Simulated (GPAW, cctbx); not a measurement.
# Bonding in CuW as X-rays see it

Question: by how much does bonding change the X-ray structure factors of CuW, and what does a routine refinement make of it?

The cell comes from substitution in a known structure type and wasn't matched to any measured phase. All numbers below are calculated.

## Step 1: Relax the structure

The density hangs on the geometry, so cell and atoms are relaxed first, with the symmetry held. The cutoff is set higher than for the density because stress converges slowly with plane waves.

Settings: GPAW 26.7.0, PBE, 570 eV, 7×7×4 k-points (along the axes of the calculation cell), Fermi–Dirac width 0.1 eV, BFGS to 0.03 eV/Å.

```text
cell
1.0
     3.031000000    0.000000000    0.000000000
    -1.515500000    2.624922999    0.000000000
     0.000000000    0.000000000    4.404000000
W Cu
1 1
Direct
0.666666667 0.333333333 0.500000000
0.000000000 0.000000000 0.000000000
```

```console
$ OMP_NUM_THREADS=1 mpirun -n 4 gpaw python run.py > gpaw.log
```

```text
BFGS:    0      -13.533449        3.649251
BFGS:    1      -13.894489        2.908279
BFGS:    2      -14.330435        1.657933
BFGS:    3      -14.361154        1.165847
BFGS:    4      -14.408486        0.282265
BFGS:    5      -14.415582        0.029649
cell  2.7207 2.7207 4.5334  90.00 90.00 120.00
volume 29.062 A^3, largest force 0.000 eV/A, largest stress 0.33 GPa
```

The cell moved far, while the k-mesh and basis were chosen for the start, so the final shape may be somewhat biased.

After 5 steps the volume has changed by -17.1 % and the energy by -0.882 eV; the largest stress left is 0.33 GPa. It took 15 s on 4 cores of Arm Neoverse V2 (shared host), peak memory 0.76 GiB.

Relaxed structure: P-6m2 (no. 187), a = 2.7207 Å, b = 2.7207 Å, c = 4.5334 Å, α = 90.00°, β = 90.00°, γ = 120.00°.

| atom | mult. | x | y | z |
| --- | --- | --- | --- | --- |
| W1 | 1 | 2/3 | 1/3 | 1/2 |
| Cu1 | 1 | 0 | 0 | 0 |

## Step 2: Density and charge transfer

X-rays see the whole electron density, so the PAW density is rebuilt with its core regions. Subtracting spherical free atoms from the same code cancels the cores and leaves the deformation density Δρ, the part due to bonding.

Settings: PBE, 450 eV, 10×10×5 k-points (along the axes of the calculation cell), Fermi–Dirac width 0.1 eV; primitive cell of 2 atoms.

```console
$ OMP_NUM_THREADS=1 mpirun -n 4 gpaw python run.py > gpaw.log
```

```text
|iter:   1|       0s |  -18.388744 | +0.18 |       |
|iter:   2|       1s |  -14.954848 | -1.18 | -0.75 |
|iter:   3|       1s |  -14.642100 | -2.28 | -1.15 |
...
|iter:  10|       2s |  -14.332084c| -5.36 | -2.96 |
|iter:  11|       3s |  -14.332072c| -5.84 | -3.36 |
|iter:  12|       3s |  -14.332070c| -7.97c| -4.51c|
```

```text
grid (28, 28, 48)  electrons 103.000  moved by bonding 0.554 e
deformation density beyond 0.5 A of the nuclei: max 0.087, min -0.186 e/A^3
atom        x       y       z   Voronoi charge  moment
W 1    0.6667  0.3333  0.5000     -0.028       0.00
Cu2    0.0000  0.0000  0.0000      0.028       0.00
mean inner potential of superposed free atoms 29.464 V
total magnetic moment 0.000 muB
```

Deformation density in a plane through the shortest contact of the W atom at the origin, in 0.01 e/Å³ (clipped at ±99); x from -1.6 to 4.3 Å, y from 2.4 down to -2.4 Å:

```text
  .   .   3   3   7   3   4   .   .   4   3   7   3   3   .   .
  .   .   4   3   7   3   3   .   .   4   3   7   3   4   .   .
  3   4   3   6   8   6   3   4   4   3   6   8   6   3   4   3
  6   6   7   6   6   6   7   6   6   7   6   6   6   7   6   6
  8   8   6   3   3   3   5   8   8   5   3   3   3   6   8   8
  6   7   3   4   .   3   3   7   7   3   3   .   3   3   7   6
  5   6   3   .   .   .   3   5   5   3   .   .   .   3   6   5
  6   6   2   3   .   3   2   6   6   2   2   .   3   2   6   6
  7   7   5   3   4   3   4   7   7   4   3   4   3   5   7   7
  5   5   6   7   7   7   7   5   5   7   7   7   7   6   5   5
  3   3   3   7   9   7   3   3   3   3   7   9   7   3   3   3
  .   .   4   4   8   4   4   .   .   4   4   8   4   4   .   .
  .   .   3   3   7   3   3   .   .   3   3   7   3   3   .   .
```

Atoms in or within 0.15 Å of the plane: W (-1.4, 2.4), W (1.4, 2.4), W (4.1, 2.4), W (0.0, 0.0), W (2.7, 0.0), W (-1.4, -2.4), W (1.4, -2.4), W (4.1, -2.4) Å. Dots mark points within about 0.45 Å of a nucleus; large values next to them are atomic features.

Hardly any net charge crosses the Voronoi midplanes, which need not mean no transfer: free-atom tails already reach into the neighbours' cells. Along the shortest contact from the W atom at the map's origin, W–W at 2.72 Å, Δρ is +0.07 e/Å³ at the midpoint: little piles up between the atoms, as is usual in a metallic crystal, which this run finds. At the midpoints of other shortest contacts it is +0.02 (Cu–Cu, 2.72 Å) and +0.03 (W–Cu, 2.76 Å) e/Å³. Point values carry grid noise of about 0.01 e/Å³. The run needed 12 iterations, 6.1 s.

## Step 3: Structure factors

The Fourier components of Δρ, added to those of the free atoms, give the static X-ray structure factors; the Mott–Bethe relation turns them into the Fourier components V of the potential that fast electrons feel.

```text
static structure factors of the conventional cell: F in electrons, V (Mott-Bethe) in volts
   h  k  l      d  |F| table  |F| free   |F| DFT   change   |V| free  |V| DFT  change %
   0  0  1  4.5334    42.329    42.350    42.543    0.193     8.589    7.963     -7.3
   1  0  0  2.3562    53.920    53.868    53.723   -0.145     9.450    9.587      1.5
   0  0  2  2.2667    83.810    83.559    83.382   -0.177    15.754   15.898      0.9
   1  0  1  2.0907    73.320    73.098    72.800   -0.297    13.050   13.259      1.6
   1  0  2  1.6335    48.432    48.344    48.355    0.011     6.906    6.911      0.1
   0  0  3  1.5111    34.749    34.756    35.053    0.297     3.689    3.582     -2.9
   1  1  0  1.3603    68.726    68.588    68.586   -0.002    10.044   10.044      0.0
   1  1  1  1.3030    33.161    33.165    33.257    0.092     3.169    3.144     -0.8
   1  0  3  1.2720    59.751    59.673    59.702    0.029     8.270    8.263     -0.1
   2  0  0  1.1781    42.146    42.126    42.171    0.045     4.980    4.973     -0.1
   1  1  2  1.1664    63.153    63.103    63.081   -0.022     8.561    8.566      0.1
   2  0  1  1.1402    56.226    56.191    56.215    0.024     7.363    7.359     -0.1
   0  0  4  1.1333    62.083    62.043    62.191    0.148     8.297    8.267     -0.4
   2  0  2  1.0453    39.625    39.605    39.604   -0.001     4.364    4.364      0.0
```

The largest X-ray change is -0.30 e on 101, 0.4 % of |F|. For electrons V goes as (Z − F)/g², so a change of F counts against Z − F, which is small at low angle and wherever the atoms' terms cancel: |V| of 001 moves by -7.3 % (8.59 to 7.96 V) against +0.5 % in |F|. The last three rows still change by up to 0.15 e, so the effect has not died out in this range. The tabulated Hartree–Fock atoms differ from the free DFT atoms by up to 0.25 e, so the choice of reference atom matters too.

## Step 4: What a spherical-atom refinement makes of it

Routine crystallography fits spherical atoms. To see the bias, intensities are simulated from tabulated atoms plus the DFT change ΔF, so that bonding alone can misfit (1304 reflections of the full sphere, merged to the counts below, to 0.45 Å, 0.5 % proportional noise plus counting noise, assumed isotropic U as listed, Δρ smeared by the mean U) and refined with cctbx over different ranges.

```csv
range,data,R1,GooF,U W1 (true 0.0031),U Cu1 (true 0.0045),largest shift (Å),"Δρ max, min (e/Å³)"
all data,164,0.0024,1.02,0.0031,0.0045,0.0000,"0.23, -0.28"
"low resolution, d > 0.84",34,0.0021,1.23,0.0029,0.0045,0.0000,"0.10, -0.12"
"high order, d < 0.75",118,0.0024,0.93,0.0031,0.0045,0.0000,"0.22, -0.25"
"occupancies free, d > 0.7",54,0.0022,1.19,0.0030,0.0042,0.0000,"0.17, -0.14"
```

With all data GooF is 1.02, so at this noise the bonding hardly shows; the top residual peak, near noise level, lies 1.14 Å from Cu and 1.86 Å from W. No U is off by more than 3 s.u. at low resolution. Symmetry fixes every coordinate, so the shifts are zero by construction. With W1 held at 1 and the scale free, the other occupancies refine to Cu1 0.994(0.003), within three s.u. of full.

## Step 5: Answer

Bonding moves 0.55 e in the primitive cell of CuW and changes the structure factors of the conventional cell in the table above by at most 0.30 e (101, 0.4 %), and among reflections above 2 % of the strongest by up to 0.9 % (003). The shortest bond, W–W, has Δρ = +0.07 e/Å³ at its midpoint, with no localised bond charge. With all data GooF is 1.02, so at this noise the bonding hardly shows. Limits: static density, frozen cores, no spin–orbit coupling.

[Outputs are excerpts: Python notices, other lines and further rows are left out; steps that failed or that the build refused (PBEsol, TPSS) are not shown.]

[Logs are printed without paths, hosts, clocks, repeated set-up lines and the standing remarks that a program may print on its own settings, such as how far it seeks lower states.]
